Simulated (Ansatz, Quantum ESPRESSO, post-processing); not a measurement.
# Work function of relaxed Mg(0001) under two functionals, part 2 of 2

Aim: the work function of the relaxed basal face of Mg, and how far the functional matters.

Quantum ESPRESSO 7.5; plane-wave DFT, PBE, GBRV ultrasoft pseudopotentials; geometry and cross-check by Ansatz 0.2.0 with PAW datasets.

So far. Step 2 (Geometry from Ansatz of (0001)):  Held were the atoms numbered 3 and 4; the forces quoted are those on the free ones.

### Step 3. SCF with pw.x of (0001), PBE

Both faces of the slab are alike, so a plain periodic cell serves and symmetry is kept.

Level of this step: plane-wave DFT, PBE, GBRV ultrasoft pseudopotentials (Quantum ESPRESSO 7.5).

The input, 0001.pbe.in:

```
&control
  prefix = '0001.pbe'
  outdir = './out'
  pseudo_dir = './pseudo'
  calculation = 'scf'
  tprnfor = .true.
/
&system
  ibrav = 0
  nat = 6
  ntyp = 1
  ecutwfc = 40
  ecutrho = 200
  occupations = 'smearing'
  smearing = 'mv'
  degauss = 0.02
/
&electrons
  conv_thr = 1e-07
  mixing_beta = 0.4
  electron_maxstep = 120
  mixing_mode = 'local-TF'
/
ATOMIC_SPECIES
  Mg  24.3050  mg_pbe_v1.4.uspp.F.UPF
CELL_PARAMETERS angstrom
  3.20999999997226 0.00000000000000 0.00000000000000
  1.60499999998613 2.77994154612402 0.00000000000000
  0.00000000000000 0.00000000000000 29.03260000000000
ATOMIC_POSITIONS crystal
  Mg  0.666666666667 0.666666666667 0.275960188019
  Mg  -0.000000000000 0.000000000000 0.366171765082
  Mg  0.666666666667 0.666666666667 0.455110462000
  Mg  0.000000000000 0.000000000000 0.544889538000
  Mg  0.666666666667 0.666666666667 0.633828226185
  Mg  -0.000000000000 0.000000000000 0.724039796821
K_POINTS automatic
  12 12 1 0 0 0
```

The run is started by

```bash
> OMP_NUM_THREADS=1 mpirun -n 2 pw.x -nk 2 -in 0001.pbe.in > 0001.pbe.out
```

Output:

```text
Program PWSCF v.7.5 starts
[citation notice left out]

     Parallel version (MPI & OpenMP), running on       2 processor cores
     Number of MPI processes:                 2
     Threads/MPI process:                     1

     MPI processes distributed on     1 nodes
[...]
Current dimensions of program PWSCF are:
     Max number of different atomic species (ntypx) = 10
     Max number of k-points (npk) =  40000
     Max angular momentum in pseudopotentials (lmaxx) =  4
     Message from routine setup:
     using ibrav=0 with symmetry is DISCOURAGED, use correct ibrav instead

     K-points division:     npool     =       2
     Subspace diagonalization in iterative solution of the eigenvalue problem:
     a serial algorithm will be used

     G-vector sticks info
     --------------------
     sticks:   dense  smooth     PW     G-vecs:    dense   smooth      PW
     Sum         511     409    121                83665    59621   10529

     Using Slab Decomposition

     bravais-lattice index     =            0
     lattice parameter (alat)  =       6.0660  a.u.
     unit-cell volume          =    1748.3293 (a.u.)^3
     number of atoms/cell      =            6
     number of atomic types    =            1
     number of electrons       =        60.00
     number of Kohn-Sham states=           36
     kinetic-energy cutoff     =      40.0000  Ry
     charge density cutoff     =     200.0000  Ry
     scf convergence threshold =      1.0E-07
     mixing beta               =       0.4000
     number of iterations used =            8  local-TF  mixing
     Exchange-correlation=  SLA  PW   PBX  PBC
                           (   1   4   3   4   0   0   0)

     celldm(1)=   6.066021  celldm(2)=   0.000000  celldm(3)=   0.000000
     celldm(4)=   0.000000  celldm(5)=   0.000000  celldm(6)=   0.000000

     crystal axes: (cart. coord. in units of alat)
               a(1) = (   1.000000   0.000000   0.000000 )
               a(2) = (   0.500000   0.866025   0.000000 )
               a(3) = (   0.000000   0.000000   9.044424 )

     reciprocal axes: (cart. coord. in units 2 pi/alat)
               b(1) = (  1.000000 -0.577350  0.000000 )
               b(2) = (  0.000000  1.154701  0.000000 )
               b(3) = (  0.000000  0.000000  0.110565 )

     PseudoPot. # 1 for Mg read from file:
     ./pseudo/mg_pbe_v1.4.uspp.F.UPF
     Pseudo is Ultrasoft, Zval = 10.0
     Generated by new atomic code, or converted to UPF format
     Using radial grid of  821 points,  7 beta functions with:
                l(1) =   0
                l(2) =   0
                l(3) =   0
                l(4) =   1
                l(5) =   1
                l(6) =   2
                l(7) =   2
     Q(r) pseudized with  8 coefficients,  rinner =    1.200   1.200   1.200
                                                       1.200   1.200

     atomic species   valence    mass     pseudopotential
     Mg               10.00    24.30500     Mg( 1.00)

     12 Sym. Ops., with inversion, found ( 6 have fractional translation)

   Cartesian axes

     site n.     atom                  positions (alat units)
         1        Mg     tau(   1) = (   1.0000000   0.5773503   2.4959009  )
         2        Mg     tau(   2) = (   0.0000000   0.0000000   3.3118126  )
         3        Mg     tau(   3) = (   1.0000000   0.5773503   4.1162118  )
         4        Mg     tau(   4) = (   0.0000000   0.0000000   4.9282118  )
         5        Mg     tau(   5) = (   1.0000000   0.5773503   5.7326110  )
         6        Mg     tau(   6) = (   0.0000000   0.0000000   6.5485227  )

     number of k points=    19  Marzari-Vanderbilt smearing, width (Ry)=  0.0200
                       cart. coord. in units 2pi/alat
        k(    1) = (   0.0000000   0.0000000   0.0000000), wk =   0.0138889
        k(    2) = (   0.0000000   0.0962250   0.0000000), wk =   0.0833333
        k(    3) = (   0.0000000   0.1924501   0.0000000), wk =   0.0833333
        k(    4) = (   0.0000000   0.2886751   0.0000000), wk =   0.0833333
        k(    5) = (   0.0000000   0.3849002   0.0000000), wk =   0.0833333
        k(    6) = (   0.0000000   0.4811252   0.0000000), wk =   0.0833333
        k(    7) = (   0.0000000  -0.5773503   0.0000000), wk =   0.0416667
        k(    8) = (   0.0833333   0.1443376   0.0000000), wk =   0.0833333
        k(    9) = (   0.0833333   0.2405626   0.0000000), wk =   0.1666667
        k(   10) = (   0.0833333   0.3367877   0.0000000), wk =   0.1666667
[...]
k(   19) = (   0.3333333  -0.5773503   0.0000000), wk =   0.0277778

     Dense  grid:    83665 G-vectors     FFT dimensions: (  27,  27, 250)

     Smooth grid:    59621 G-vectors     FFT dimensions: (  27,  27, 225)

     Estimated max dynamical RAM per process >     248.49 MB

     Estimated total dynamical RAM >     476.55 MB

     Initial potential from superposition of free atoms

     starting charge      58.1986, renormalised to      60.0000

     negative rho (up, down):  7.386E-04 0.000E+00
     Starting wfcs are   30 randomized atomic wfcs +    6 random wfcs

     total cpu time spent up to now is        2.3 secs

     per-process dynamical memory:   104.8 Mb

     Self-consistent Calculation

     iteration #  1     ecut=    40.00 Ry     beta= 0.40
     Davidson diagonalization with overlap
     ethr =  1.00E-02,  avg # of iterations =  7.6

     negative rho (up, down):  8.950E-04 0.000E+00

     total cpu time spent up to now is       10.7 secs

     total energy              =    -752.14136176 Ry
     estimated scf accuracy    <       0.90906970 Ry

     iteration #  2     ecut=    40.00 Ry     beta= 0.40
[...]
negative rho (up, down):  4.628E-03 0.000E+00

[...]
total energy              =    -751.84604642 Ry
     estimated scf accuracy    <       0.46403340 Ry

     iteration #  3     ecut=    40.00 Ry     beta= 0.40
[...]
negative rho (up, down):  1.317E-02 0.000E+00

[...]
total energy              =    -751.89534637 Ry
     estimated scf accuracy    <       0.04458494 Ry

     iteration #  4     ecut=    40.00 Ry     beta= 0.40
[...]
negative rho (up, down):  1.609E-02 0.000E+00

[...]
total energy              =    -751.89660540 Ry
     estimated scf accuracy    <       0.00482701 Ry

     iteration #  5     ecut=    40.00 Ry     beta= 0.40
[...]
negative rho (up, down):  1.398E-02 0.000E+00

[...]
total energy              =    -751.89653168 Ry
     estimated scf accuracy    <       0.00164787 Ry

     iteration #  6     ecut=    40.00 Ry     beta= 0.40
[...]
negative rho (up, down):  1.034E-02 0.000E+00

[...]
total energy              =    -751.89641003 Ry
     estimated scf accuracy    <       0.00057927 Ry

     iteration #  7     ecut=    40.00 Ry     beta= 0.40
[...]
negative rho (up, down):  4.571E-03 0.000E+00

[...]
total energy              =    -751.89611666 Ry
     estimated scf accuracy    <       0.00039486 Ry

     iteration #  8     ecut=    40.00 Ry     beta= 0.40
[...]
c_bands:  1 eigenvalues not converged
[...]
negative rho (up, down):  9.390E-04 0.000E+00

[...]
total energy              =    -751.89614533 Ry
     estimated scf accuracy    <       0.00007431 Ry

     iteration #  9     ecut=    40.00 Ry     beta= 0.40
[...]
negative rho (up, down):  2.998E-04 0.000E+00

[...]
total energy              =    -751.89611064 Ry
     estimated scf accuracy    <       0.00004011 Ry

     iteration # 10     ecut=    40.00 Ry     beta= 0.40
[...]
negative rho (up, down):  5.757E-05 0.000E+00

[...]
total energy              =    -751.89611788 Ry
     estimated scf accuracy    <       0.00000233 Ry

     iteration # 11     ecut=    40.00 Ry     beta= 0.40
[...]
negative rho (up, down):  5.459E-05 0.000E+00

[...]
total energy              =    -751.89611781 Ry
     estimated scf accuracy    <       0.00000040 Ry

     iteration # 12     ecut=    40.00 Ry     beta= 0.40
[...]
negative rho (up, down):  4.898E-05 0.000E+00

[...]
End of self-consistent calculation

          k = 0.0000 0.0000 0.0000 (  7359 PWs)   bands (ev):

   -75.0281 -75.0281 -74.8004 -74.8004 -74.7933 -74.7919 -41.8197 -41.8197
   -41.7728 -41.7728 -41.7728 -41.7728 -41.5811 -41.5777 -41.5644 -41.5568
   -41.5568 -41.5567 -41.5567 -41.5525 -41.5517 -41.5517 -41.5495 -41.5495
    -5.5397  -5.1511  -4.4996  -3.6407  -2.5204  -1.1775   0.0274   1.7176
     3.1728   4.2878   4.6739   5.7767

          k = 0.0000 0.0962 0.0000 (  7437 PWs)   bands (ev):

   -75.0279 -75.0279 -74.8003 -74.8003 -74.7932 -74.7918 -41.8195 -41.8195
   -41.7743 -41.7743 -41.7732 -41.7731 -41.5807 -41.5775 -41.5647 -41.5584
   -41.5579 -41.5572 -41.5570 -41.5537 -41.5521 -41.5519 -41.5508 -41.5498
    -5.4040  -5.0158  -4.3651  -3.5072  -2.3880  -1.0455   0.1530   1.8446
     3.2992   4.4166   4.8061   5.9048

          k = 0.0000 0.1925 0.0000 (  7441 PWs)   bands (ev):

   -75.0276 -75.0276 -74.8000 -74.7999 -74.7928 -74.7916 -41.8190 -41.8190
   -41.7783 -41.7783 -41.7742 -41.7742 -41.5793 -41.5770 -41.5661 -41.5627
   -41.5609 -41.5583 -41.5581 -41.5574 -41.5543 -41.5531 -41.5523 -41.5506
    -4.9980  -4.6114  -3.9630  -3.1080  -1.9921  -0.6519   0.5299   2.2213
     3.6722   4.7974   5.2000   6.2782

          k = 0.0000 0.2887 0.0000 (  7439 PWs)   bands (ev):

   -75.0272 -75.0272 -74.7995 -74.7995 -74.7923 -74.7913 -41.8183 -41.8183
   -41.7838 -41.7838 -41.7756 -41.7755 -41.5775 -41.5765 -41.5699 -41.5683
   -41.5643 -41.5621 -41.5598 -41.5596 -41.5579 -41.5546 -41.5531 -41.5518
    -4.3257  -3.9415  -3.2969  -2.4470  -1.3376  -0.0041   1.1579   2.8200
     4.2179   5.0986   5.3454   5.4493

          k = 0.0000 0.3849 0.0000 (  7476 PWs)   bands (ev):

   -75.0268 -75.0268 -74.7990 -74.7990 -74.7918 -74.7910 -41.8176 -41.8176
   -41.7893 -41.7893 -41.7769 -41.7769 -41.5770 -41.5763 -41.5746 -41.5739
   -41.5680 -41.5660 -41.5613 -41.5611 -41.5593 -41.5560 -41.5542 -41.5530
    -3.3931  -3.0123  -2.3733  -1.5316  -0.4354   0.8635   2.0329   2.7823
     3.1836   3.8017   3.9317   4.6083

          k = 0.0000 0.4811 0.0000 (  7490 PWs)   bands (ev):

   -75.0265 -75.0264 -74.7987 -74.7987 -74.7913 -74.7908 -41.8171 -41.8171
   -41.7934 -41.7934 -41.7779 -41.7779 -41.5792 -41.5783 -41.5779 -41.5757
   -41.5697 -41.5681 -41.5625 -41.5621 -41.5594 -41.5571 -41.5553 -41.5539
    -2.2090  -1.8331  -1.2037  -0.3828   0.6049   0.8053   1.4327   1.9381
     2.2080   2.7571   3.1646   3.8351

[...]
the Fermi energy is     1.1896 ev

!    total energy              =    -751.89611780 Ry
     estimated scf accuracy    <          9.1E-09 Ry
     smearing contrib. (-TS)   =      -0.00126323 Ry
     internal energy E=F+TS    =    -751.89485458 Ry

     The total energy is F=E-TS. E is the sum of the following terms:
     one-electron contribution =   -3483.99911774 Ry
     hartree contribution      =    1719.01042869 Ry
     xc contribution           =    -101.15515664 Ry
     ewald contribution        =    1114.24899112 Ry

     convergence has been achieved in  12 iterations

     Forces acting on atoms (cartesian axes, Ry/au):

     atom    1 type  1   force =     0.00000000   -0.00000000   -0.00053311
     atom    2 type  1   force =     0.00000000    0.00000000    0.00073144
     atom    3 type  1   force =     0.00000000    0.00000000    0.00214179
     atom    4 type  1   force =     0.00000000   -0.00000000   -0.00214179
     atom    5 type  1   force =     0.00000000    0.00000000   -0.00073144
     atom    6 type  1   force =    -0.00000000    0.00000000    0.00053311

     Total force =     0.003288     Total SCF correction =     0.000119

[...]
=------------------------------------------------------------------------------=
   JOB DONE.
=------------------------------------------------------------------------------=
```

Elapsed: 86 s, on 2 MPI ranks of Arm Neoverse V1, shared host; peak memory 0.51 GiB; 2.9 min of CPU time.

Read from the output:

| Property | Result |
| --- | --- |
| free energy | -10230.0678 eV |
| Fermi energy | 1.190 eV |

### Step 4. Electrostatic potential of (0001)

plot_num = 11 writes the bare and Hartree potential. It leaves out exchange and correlation, which fade slowly, so it flattens close to the surface.

The input, 0001.pbe.pot.in:

```
&inputpp
  prefix = '0001.pbe'
  outdir = './out'
  filplot = '0001.pbe.pot.dat'
  plot_num = 11
/
```

The run is started by

```bash
> OMP_NUM_THREADS=1 mpirun -n 2 pp.x -in 0001.pbe.pot.in > 0001.pbe.pot.out
```

Output:

```text
[banner, memory and clock lines left out]
Program POST-PROC v.7.5 starts

          URL

     ./out/0001.pbe.save/

     IMPORTANT: XC functional enforced from input :
     Exchange-correlation= PBE
                           (   1   4   3   4   0   0   0)
     Any further DFT definition will be discarded
     Please, verify this is what you really want

     negative rho (up, down):  4.898E-05 0.000E+00

     Calling punch_plot, plot_num =  11
     Writing data to file  0001.pbe.pot.dat
     Message from routine chdens:
     namelist plot not found or invalid, exiting
```

It took 1 s on 2 MPI ranks; peak memory 0.17 GiB; 1.9 s of CPU time.

Numbers from this step:

```
work function of the upper face                                       : 3.711 eV
slope of the potential above                                          : 7.99e-4 eV/Å
upper vacuum line continued to the top atoms, over the Fermi level    : 3.707 eV
work function of the lower face                                       : 3.711 eV
slope of the potential below                                          : -4.73e-4 eV/Å
lower vacuum line continued to the bottom atoms, over the Fermi level : 3.709 eV
```

The potential energy, planar mean oscillates, so the rows of the table below give means over windows of 2.61 Å about each position, cut where the curve ends. Its maxima inside the range that stand out by 2 % of the span (Å: eV): 9.3: 0.993, 12.0: 0.929, 14.5: 1.04, 17.1: 0.929, 19.7: 0.993. Its minima: 8.0: -10.9, 10.7: -10.8, 13.2: -10.9, 15.8: -10.9, 18.3: -10.8, 21.0: -10.9.

Electrostatic potential energy of an electron; zero at the Fermi level. The potential energy, planar mean by z; means over each step:

| z (Å) | potential energy, planar mean (eV) |
| --- | --- |
| 1.30 | 3.71 |
| 3.92 | 3.70 |
| 6.53 | 0.644 |
| 9.14 | -3.72 |
| 11.75 | -3.88 |
| 14.36 | -3.75 |
| 16.97 | -3.88 |
| 19.58 | -3.71 |
| 22.19 | -1.09 |
| 24.80 | 3.69 |
| 27.41 | 3.71 |

### Step 5. SCF with pw.x of (0001), LDA

The same atoms under a second functional.

Level of this step: plane-wave DFT, LDA, GBRV ultrasoft pseudopotentials (Quantum ESPRESSO 7.5).

0001.lda.in is the input of step 3 with these lines changed:

```diff
@@ -1,3 +1,3 @@
 &control
-  prefix = '0001.pbe'
+  prefix = '0001.lda'
   outdir = './out'
@@ -24,3 +24,3 @@
 ATOMIC_SPECIES
-  Mg  24.3050  mg_pbe_v1.4.uspp.F.UPF
+  Mg  24.3050  mg_lda_v1.4.uspp.F.UPF
 CELL_PARAMETERS angstrom
```

The run is started by

```bash
> OMP_NUM_THREADS=1 mpirun -n 2 pw.x -nk 2 -in 0001.lda.in > 0001.lda.out
```

Output:

```text
[banner, memory and clock lines left out]
Program PWSCF v.7.5 starts
[...]
Message from routine setup:
[...]
number of electrons       =        60.00
     number of Kohn-Sham states=           36
     kinetic-energy cutoff     =      40.0000  Ry
     charge density cutoff     =     200.0000  Ry
[...]
number of k points=    19  Marzari-Vanderbilt smearing, width (Ry)=  0.0200
[...]
Dense  grid:    83665 G-vectors     FFT dimensions: (  27,  27, 250)
[...]
negative rho (up, down):  7.502E-04 0.000E+00
     Starting wfcs are   30 randomized atomic wfcs +    6 random wfcs
[...]
negative rho (up, down):  3.157E-04 0.000E+00
[...]
estimated scf accuracy    <       0.91944354 Ry
[...]
negative rho (up, down):  1.671E-03 0.000E+00
[...]
estimated scf accuracy    <       0.46516665 Ry
[...]
negative rho (up, down):  9.289E-03 0.000E+00
[...]
estimated scf accuracy    <       0.04408130 Ry
[...]
negative rho (up, down):  1.278E-02 0.000E+00
[...]
estimated scf accuracy    <       0.00507456 Ry
[...]
negative rho (up, down):  1.092E-02 0.000E+00
[...]
estimated scf accuracy    <       0.00149972 Ry
[...]
negative rho (up, down):  8.702E-03 0.000E+00
[...]
estimated scf accuracy    <       0.00035929 Ry
[...]
negative rho (up, down):  4.074E-03 0.000E+00
[...]
estimated scf accuracy    <       0.00023947 Ry
[...]
negative rho (up, down):  1.036E-03 0.000E+00
[...]
estimated scf accuracy    <       0.00004602 Ry
[...]
negative rho (up, down):  1.933E-04 0.000E+00
[...]
estimated scf accuracy    <       0.00002516 Ry
[...]
negative rho (up, down):  7.128E-05 0.000E+00
[...]
estimated scf accuracy    <       0.00000085 Ry
[...]
negative rho (up, down):  4.974E-05 0.000E+00
[...]
the Fermi energy is     1.0341 ev
!    total energy              =    -750.31300710 Ry
     estimated scf accuracy    <       0.00000004 Ry
     smearing contrib. (-TS)   =      -0.00144526 Ry
     internal energy E=F+TS    =    -750.31156185 Ry
[...]
one-electron contribution =   -3484.39148435 Ry
     hartree contribution      =    1718.07714119 Ry
     xc contribution           =     -98.24620981 Ry
     ewald contribution        =    1114.24899112 Ry
     convergence has been achieved in  11 iterations
[...]
Total force =     0.006344     Total SCF correction =     0.000596
[...]
```

Run time: 81 s. Hardware: 2 MPI ranks; peak memory 0.45 GiB; 2.7 min of CPU time.

This step gave:

```
free energy  : -10208.5285 eV
Fermi energy : 1.034 eV
```

### Step 6. Electrostatic potential of (0001)

The input, 0001.lda.pot.in:

```
&inputpp
  prefix = '0001.lda'
  outdir = './out'
  filplot = '0001.lda.pot.dat'
  plot_num = 11
/
```

The run is started by

```bash
> OMP_NUM_THREADS=1 mpirun -n 2 pp.x -in 0001.lda.pot.in > 0001.lda.pot.out
```

The job ended after 0.96 s (2 MPI ranks; peak memory 0.17 GiB; 1.8 s of CPU time).

Numbers from this step:

```
work function of the upper face                                       : 3.840 eV
slope of the potential above                                          : 7.39e-4 eV/Å
upper vacuum line continued to the top atoms, over the Fermi level    : 3.836 eV
work function of the lower face                                       : 3.840 eV
slope of the potential below                                          : -4.45e-4 eV/Å
lower vacuum line continued to the bottom atoms, over the Fermi level : 3.838 eV
```

On (0001) the work function under LDA lies +0.13 eV from PBE's.

### Step 7. The series side by side

All levels:

| level | work function (eV) | Ansatz, PBE (eV) | CPU time (s) |
| --- | --- | --- | --- |
| (0001), PBE | 3.711 | 3.714 | 172 |
| (0001), LDA | 3.84 | - | 161.5 |

### Step 8. The arithmetic

For (0001) under PBE, on the run's own zero: φ = 4.901 − (1.190) = 3.711 eV.

### Step 9. Results

```
work function of (0001), PBE : 3.71 eV
work function of (0001), LDA : 3.84 eV
```

In words: Under PBE the work function is 3.71 eV on (0001). LDA lies +0.13 eV from PBE on the same atoms. The top two spacings change by +0.5 and -0.9 % on (0001). Ansatz, with Fermi-Dirac smearing and its own datasets, agrees within 0.00 eV under PBE. The slabs are thin and unreconstructed, at the tabulated lattice constant; thickness and mesh leave some 0.05 to 0.1 eV open.

Computed beside measured:

| quantity | measured | (0001), PBE |
| --- | --- | --- |
| work function, loosely compared (polycrystalline sample, no single face) (eV) | 3.66 | 3.71 (+0.05 eV) |

Measured values from arxiv:1902.07811 (2019).

**Verdict.** The work function, set beside that of the polycrystal, is off by +0.05 eV. A polycrystal averages over faces, so this is a loose comparison.

[Logs are printed without paths, hosts, clocks, repeated set-up lines and the standing remarks that a program may print on its own settings, such as how far it seeks lower states.]

[Hosts, paths, dates, database ids (printed as entryN), source tags and the programs' standing remarks are cut or masked in the printed files.]

[Maps of the electrostatic potential energy from Ansatz leave out the sawtooth potential of an applied field or a dipole correction, so their vacuum need not be flat; planar profiles and work functions include it.]
